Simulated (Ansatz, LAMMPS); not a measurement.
# Localised basis functions on amorphous 41Ga2O3-59SiO2 (mol %) (111 atoms)

Wanted: errors and times of a linear-scaling basis for amorphous 41Ga2O3-59SiO2 (mol %) (111 atoms). A setting counts as converged where the r.m.s. difference of forces stays under 1 % of the r.m.s. force.

Method: Kohn-Sham DFT, PBE, PAW (set soft_2), plane waves, in Ansatz 0.2.0.

This is a report of a sequence of runs, with most program output left out.

## 1. The starting structure

The cell holds 111 atoms: 24 Ga, 17 Si and 70 O. Cell: a = 10.870 Å, b = 10.870 Å, c = 10.870 Å, α = 90.0°, β = 90.0°, γ = 90.0°. 111 atoms (24 Fe, 17 Si, 70 O) placed at random at 3.3 g/cm³, melted at 5000 K for 10 ps at fixed volume with the Morse and Coulomb pair potential with partial charges (Pedone, Malavasi, Menziani, Cormack and Segre, J. Phys. Chem. B 110, 11780 (2006)). Quenched from 5000 K to 300 K at 50 K/ps and fixed volume, held 10 ps at zero pressure, then minimised at fixed cell. Then Fe was replaced by Ga and the cell scaled by 1.005 (the potential has no terms for the new elements, so the cell is a start for a DFT relaxation).

Limits known from the start: The quench rate of 50 K/ps is orders of magnitude faster than experiment, which tends to freeze in extra defects. The network of bonds at the start is that of the classical potential that made the cell, and needn't be the one that DFT or experiment would give. Only the Γ point is sampled, in a cell whose shortest periodic width is 11 Å.

## 2. How the cell was made

A classical potential supplies the starting structure, since it reaches far longer times than DFT.

This step: classical MD, Morse and Coulomb pair potential with partial charges (Pedone, Malavasi, Menziani, Cormack and Segre, J. Phys. Chem. B 110, 11780 (2006)) (LAMMPS 22 Jul 2025 - Update 4).

Contents of in.lmp:

```
# melt-quench of Fe24Si17O70
units metal
atom_style charge
boundary p p p
region box block 0 11.3949 0 11.3949 0 11.3949
create_box 3 box
mass 1 55.8450   # Fe
mass 2 28.0850   # Si
mass 3 15.9990   # O
create_atoms 1 random 24 766695 NULL overlap 1.5 maxtry 2000
create_atoms 2 random 17 766702 NULL overlap 1.5 maxtry 2000
create_atoms 3 random 70 766709 NULL overlap 1.5 maxtry 2000
pair_style hybrid/overlay pedone 5.5 coul/long 8.0
pair_coeff * * coul/long
pair_coeff 1 3 pedone 0.418981 1.620376 2.382183 2   # Fe-O
pair_coeff 2 3 pedone 0.340554 2.006700 2.100000 1   # Si-O
pair_coeff 3 3 pedone 0.042395 1.379316 3.618701 22   # O-O
set type 1 charge 1.8
set type 2 charge 2.4
set type 3 charge -1.2
kspace_style pppm 1.0e-4
neigh_modify delay 0 every 1 check yes
thermo_style custom step time temp pe press density
thermo_modify norm yes
timestep 0.002
thermo 100
min_style cg
minimize 1e-4 1e-4 200 2000
reset_timestep 0
velocity all create 5000 766696 mom yes dist gaussian
fix lim all nve/limit 0.05
fix lan all langevin 5000 5000 0.2 766697 zero yes
thermo 500
run 1000 post no
# [... 10 lines left out ...]
thermo 1666
fix md all npt temp 300 300 0.2 iso 0 0 2
run 5000 post no
unfix md
thermo 100
min_style cg
minimize 0 1e-3 2000 20000
write_dump all custom glass.dump id type xs ys zs modify sort id
```

On the command line:

```
> lmp -in in.lmp -log none -nocite
```

The job ended after 25 s (1 thread of Arm Neoverse V2, shared host; peak memory 0.072 GiB).

## 3. Plane-wave single point

The first run uses the default basis; a harder plane-wave run follows as the reference for the support functions.

Contents of input.yaml:

```yaml
crystal:
  lattice:
    - [10.8696, 0.0, 0.0]
    - [0.0, 10.8696, 0.0]
    - [0.0, 0.0, 10.8696]
  atoms:
    - { symbol: Ga, position: [0.74013, 0.75042, 0.08366] }
    - { symbol: Ga, position: [0.63718, 0.49609, 0.97212] }
    - { symbol: Ga, position: [0.39659, 0.83596, 0.69677] }
    - { symbol: Ga, position: [0.96649, 0.85639, 0.37022] }
    - { symbol: Ga, position: [0.46757, 0.71748, 0.29049] }
    - { symbol: Ga, position: [0.94015, 0.53232, 0.00061] }
    - { symbol: Ga, position: [0.80224, 0.9091, 0.60841] }
    - { symbol: Ga, position: [0.84656, 0.28665, 0.87549] }
    - { symbol: Ga, position: [0.80819, 0.30213, 0.12987] }
    - { symbol: Ga, position: [0.75349, 0.47689, 0.71682] }
    - { symbol: Ga, position: [0.68634, 0.9167, 0.29378] }
    - { symbol: Ga, position: [0.234, 0.92268, 0.92212] }
    - { symbol: Ga, position: [0.95394, 0.81506, 0.84474] }
    - { symbol: Ga, position: [0.84608, 0.60174, 0.26265] }
    - { symbol: Ga, position: [0.59441, 0.46212, 0.33383] }
    - { symbol: Ga, position: [0.64555, 0.75314, 0.79224] }
    - { symbol: Ga, position: [0.45775, 0.52678, 0.70736] }
    - { symbol: Ga, position: [0.23682, 0.64673, 0.93541] }
    - { symbol: Ga, position: [0.05845, 0.0903, 0.07715] }
    - { symbol: Ga, position: [0.21338, 0.39051, 0.85709] }
    - { symbol: Ga, position: [0.02754, 0.53176, 0.73433] }
    - { symbol: Ga, position: [0.00859, 0.78548, 0.10048] }
    - { symbol: Ga, position: [0.01787, 0.30582, 0.32574] }
    - { symbol: Ga, position: [0.17196, 0.59194, 0.22692] }
    - { symbol: Si, position: [0.62148, 0.04425, 0.80436] }
    - { symbol: Si, position: [0.64201, 0.64357, 0.50741] }
    - { symbol: Si, position: [0.13695, 0.81416, 0.63342] }
    - { symbol: Si, position: [0.7402, 0.20953, 0.34094] }
    - { symbol: Si, position: [0.41015, 0.97811, 0.4209] }
    - { symbol: Si, position: [0.97044, 0.54385, 0.47316] }
    - { symbol: Si, position: [0.81258, 0.01616, 0.01861] }
    - { symbol: Si, position: [0.42754, 0.25608, 0.49355] }
    - { symbol: Si, position: [0.20429, 0.91447, 0.22479] }
    - { symbol: Si, position: [0.40934, 0.45823, 0.11354] }
    - { symbol: Si, position: [0.47278, 0.75066, 0.00878] }
    - { symbol: Si, position: [0.67976, 0.21463, 0.61536] }
    - { symbol: Si, position: [0.26748, 0.59375, 0.50046] }
    - { symbol: Si, position: [0.15478, 0.27345, 0.59698] }
    - { symbol: Si, position: [0.05427, 0.08544, 0.77259] }
    - { symbol: Si, position: [0.197, 0.31749, 0.15395] }
    - { symbol: Si, position: [0.48399, 0.29707, 0.8696] }
    - { symbol: O, position: [0.05241, 0.95601, 0.23607] }
    - { symbol: O, position: [0.95408, 0.67746, 0.4124] }
    - { symbol: O, position: [0.67156, 0.0958, 0.29603] }
    - { symbol: O, position: [0.12024, 0.78483, 0.95629] }
    - { symbol: O, position: [0.53352, 0.23287, 0.60465] }
    - { symbol: O, position: [0.47552, 0.37424, 0.00611] }
    - { symbol: O, position: [0.42714, 0.12419, 0.42122] }
    - { symbol: O, position: [0.71742, 0.57884, 0.39079] }
    - { symbol: O, position: [0.28946, 0.27324, 0.539] }
    - { symbol: O, position: [0.28791, 0.62374, 0.35827] }
    - { symbol: O, position: [0.24882, 0.71976, 0.58467] }
    - { symbol: O, position: [0.82024, 0.93168, 0.43274] }
    - { symbol: O, position: [0.69441, 0.33491, 0.26008] }
    - { symbol: O, position: [0.52069, 0.89953, 0.36348] }
    - { symbol: O, position: [0.90162, 0.52502, 0.60162] }
    - { symbol: O, position: [0.1357, 0.14513, 0.66964] }
    - { symbol: O, position: [0.98722, 0.95985, 0.73298] }
    - { symbol: O, position: [0.12793, 0.0627, 0.90114] }
    - { symbol: O, position: [0.71982, 0.33789, 0.98094] }
    - { symbol: O, position: [0.94048, 0.93814, 0.00104] }
    - { symbol: O, position: [0.09499, 0.54448, 0.90216] }
    - { symbol: O, position: [0.51308, 0.65906, 0.44634] }
    - { symbol: O, position: [0.04518, 0.71559, 0.71278] }
    - { symbol: O, position: [0.75852, 0.55449, 0.10688] }
    - { symbol: O, position: [0.29077, 0.93989, 0.3348] }
    - { symbol: O, position: [0.55163, 0.41088, 0.8011] }
    - { symbol: O, position: [0.8744, 0.78133, 0.21861] }
    - { symbol: O, position: [0.79516, 0.83163, 0.76955] }
    - { symbol: O, position: [0.74003, 0.94367, 0.11673] }
    - { symbol: O, position: [0.35192, 0.50905, 0.57509] }
    - { symbol: O, position: [0.70092, 0.75944, 0.56788] }
    - { symbol: O, position: [0.69639, 0.06897, 0.66628] }
    - { symbol: O, position: [0.60828, 0.79444, 0.97094] }
    - { symbol: O, position: [0.49825, 0.60655, 0.99271] }
    - { symbol: O, position: [0.63609, 0.52862, 0.60019] }
    - { symbol: O, position: [0.14107, 0.41801, 0.25088] }
    - { symbol: O, position: [0.1807, 0.31904, 0.01013] }
    [... 27 atom lines left out ...]
    - { symbol: O, position: [0.55003, 0.16551, 0.85336] }
    - { symbol: O, position: [0.41512, 0.78208, 0.13701] }
    - { symbol: O, position: [0.49306, 0.35862, 0.41704] }
    - { symbol: O, position: [0.34896, 0.28804, 0.82156] }
    - { symbol: O, position: [0.64021, 0.74383, 0.22688] }
    - { symbol: O, position: [0.75001, 0.29712, 0.71209] }
kpoints:
  mp_grid: { grid: [1, 1, 1] }
hamiltonian:
  xc: pbe
scf:
  occupations: { method: fixed }
output:
  forces: true
  stress: true
  populations: true
  dos:
    method: { smearing: { sigma: 0.15 } }
    de: 0.1
    projected: { site_lists: { Ga: [Ga], O: [O], Si: [Si] } }
  eigenvalues: true
  write_density: true
  write_potential: true
  volumetric_format: npy
```

On the command line:

```
> ansatz run input.yaml --threads 4 --pin off --max-ram 8192MiB --backend cpu --events-out ev --progress --plain --runs-dir out
```

Run time: 28 s. Hardware: 4 threads of Arm Neoverse V2, shared host; peak memory 2 GiB; 1.8 min of CPU time.

The program notes that the exchange-correlation potential is rough where the density is thin.

Numbers from this run:

```
free energy                                      : -141372.9800 eV
free energy per atom                             : -1273.6305 eV/atom
SCF cycles                                       : 10
pressure                                         : 4.878 GPa
r.m.s. force component                           : 0.9693 eV/Å
longest force                                    : 3.453 eV/Å
Fermi energy                                     : 6.102 eV
gap (highest filled to lowest empty level) : 1.737 eV
spilling of the projection                       : 0.00679
```

The r.m.s. force component of 0.97 eV/Å sets the scale for the differences below.

## 4. Plane waves at 750 eV (750 eV)

A harder cutoff gives the support functions a reference with less basis error.

input.yaml, the sections that differ from step 3:

```yaml
output:
  forces: true
  eigenvalues: true
basis:
  ecutwfc: "750 eV"
# crystal, kpoints, hamiltonian, scf: as in step 3
```

Elapsed: 41 s, on 4 threads; peak memory 4 GiB; 2.7 min of CPU time.

Forces differ from the reference by 0.88 meV/Å r.m.s., 0.091 % of their size, well within a tolerance of 1 %; the energy by -4.5 meV/atom. It took 41 s and 10 cycles; the reference's time can't be set against it, since the two runs asked for unlike analyses.

## 5. Support functions medium

With localised support functions most steps grow linearly with size, though the diagonalisation grows faster unless the density matrix is cut; this run measures error and cost at this size. Besides, the program derives a nominal cutoff of 464 eV for this run, against the reference's 750.

This step: Kohn-Sham DFT, PBE, PAW (set soft_2), localised support functions (medium) (Ansatz 0.2.0).

input.yaml, the sections that differ from step 4:

```yaml
scf:
  occupations: { method: fixed }
  eigensolver: { kind: { support_functions: { accuracy: medium } } }
  max_iter: 150
# crystal, kpoints, hamiltonian, output: as in step 4
# basis: removed
```

The job ended after 2.1 min (4 threads; peak memory 4 GiB).

The program notes that the band table was not solved further than the SCF left it and it switched symmetry off.

Keys that differ from the reference: basis.ecutwfc removed, support_functions.accuracy = "medium" and scf.max_iter = 150.

Forces differ from the reference by 0.60 meV/Å r.m.s., 0.062 % of their size, well within a tolerance of 1 %; the energy by -0.85 meV/atom. It took 3.1 times the reference's time (shared host, so rough).

## 6. Support functions low

The cell is solved in localised support functions. Besides, the program derives a nominal cutoff of 420 eV for this run, against the reference's 750.

This step: Kohn-Sham DFT, PBE, PAW (set soft_2), localised support functions (low) (Ansatz 0.2.0).

input.yaml, the sections that differ from step 5:

```yaml
scf:
  occupations: { method: fixed }
  eigensolver: { kind: { support_functions: { accuracy: low } } }
  max_iter: 150
# crystal, kpoints, hamiltonian, output: as in step 5
```

Wall time 1.9 min (4 threads); peak memory 3.9 GiB.

Keys that differ from the reference: basis.ecutwfc removed, support_functions.accuracy = "low" and scf.max_iter = 150.

Forces differ from the reference by 0.73 meV/Å r.m.s., 0.076 % of their size, well within a tolerance of 1 %; the energy by -0.84 meV/atom. It took 2.8 times the reference's time (shared host, so rough).

## 7. Support functions medium, radius 3.41 Å

The radius confines each support function; a larger one gives more freedom and more work per atom. Besides, the program derives a nominal cutoff of 464 eV for this run, against the reference's 750.

This step: Kohn-Sham DFT, PBE, PAW (set soft_2), localised support functions (medium) (Ansatz 0.2.0).

input.yaml, the sections that differ from step 6:

```yaml
scf:
  occupations: { method: fixed }
  eigensolver: { kind: { support_functions: { accuracy: medium, radius: 3.41 } } }
  max_iter: 150
# crystal, kpoints, hamiltonian, output: as in step 6
```

Elapsed: 1.9 min, on 4 threads; peak memory 3.8 GiB; 7.6 min of CPU time.

Keys that differ from the reference: basis.ecutwfc removed, support_functions.accuracy = "medium", support_functions.radius = 3.41 and scf.max_iter = 150.

Forces differ from the reference by 0.68 meV/Å r.m.s., 0.070 % of their size, well within a tolerance of 1 %; the energy by -0.85 meV/atom. It took 2.9 times the reference's time (shared host, so rough).

## 8. Support functions medium, radius 3.69 Å

input.yaml, the sections that differ from step 7:

```yaml
scf:
  occupations: { method: fixed }
  eigensolver: { kind: { support_functions: { accuracy: medium, radius: 3.69 } } }
  max_iter: 150
# crystal, kpoints, hamiltonian, output: as in step 7
```

Wall time 2.4 min (4 threads); peak memory 4.4 GiB; 9.6 min of CPU time.

Keys that differ from the reference: basis.ecutwfc removed, support_functions.accuracy = "medium", support_functions.radius = 3.69 and scf.max_iter = 150.

Forces differ from the reference by 0.48 meV/Å r.m.s., 0.050 % of their size, well within a tolerance of 1 %; the energy by -0.85 meV/atom. It took 3.6 times the reference's time (shared host, so rough).

## 9. Cost against change

Differences are against the plane-wave reference (Kohn-Sham DFT, PBE, PAW (set soft_2), plane waves), whose r.m.s. force component is 0.969 eV/Å. Energies are set beside the reference only for runs with its functional, potentials and electron count. Times are for 4 threads of Arm Neoverse V2, shared host. The reference's time includes the DOS, the stress and grids, which some other runs skip.

| run | Δ force, r.m.s. (meV/Å) | share of r.m.s. force (%) | Δ energy (meV/atom) | Δ gap (eV) | cycles | time | host memory (GiB) |
| --- | --- | --- | --- | --- | --- | --- | --- |
| reference | - | - | - | - | 10 | 28 s | 2.0 |
| plane waves at 750 eV (750 eV) | 0.883 | 0.0911 | -4.53 | 0.0013 | 10 | 41 s | 4.0 |

## 10. Cost against change

Each row is set against the run with plane waves at 750 eV (Kohn-Sham DFT, PBE, PAW (set soft_2), plane waves; r.m.s. force component 0.970 eV/Å). Energies are set beside the reference only for runs with its functional, potentials and electron count. Times are for 4 threads of Arm Neoverse V2, shared host.

| run | Δ force, r.m.s. (meV/Å) | share of r.m.s. force (%) | Δ energy (meV/atom) | Δ gap (eV) | cycles | time | host memory (GiB) |
| --- | --- | --- | --- | --- | --- | --- | --- |
| reference | - | - | - | - | 10 | 41 s | 4.0 |
| support functions medium | 0.598 | 0.0617 | -0.854 | -2.0e-4 | 16 | 2.1 min | 4.0 |
| support functions low | 0.734 | 0.0757 | -0.838 | -6.0e-4 | 14 | 1.9 min | 3.9 |
| support functions medium, radius 3.41 Å | 0.681 | 0.0702 | -0.853 | -3.0e-4 | 16 | 1.9 min | 3.8 |
| support functions medium, radius 3.69 Å | 0.482 | 0.0497 | -0.853 | -2.0e-4 | 16 | 2.4 min | 4.4 |

(Part 1 of 2 ends here.)

[Logs are printed without paths, hosts, clocks, repeated set-up lines and the standing remarks that a program may print on its own settings, such as how far it seeks lower states.]

[Hosts, paths, dates, database ids (printed as entryN), source tags and the programs' standing remarks are cut or masked in the printed files.]
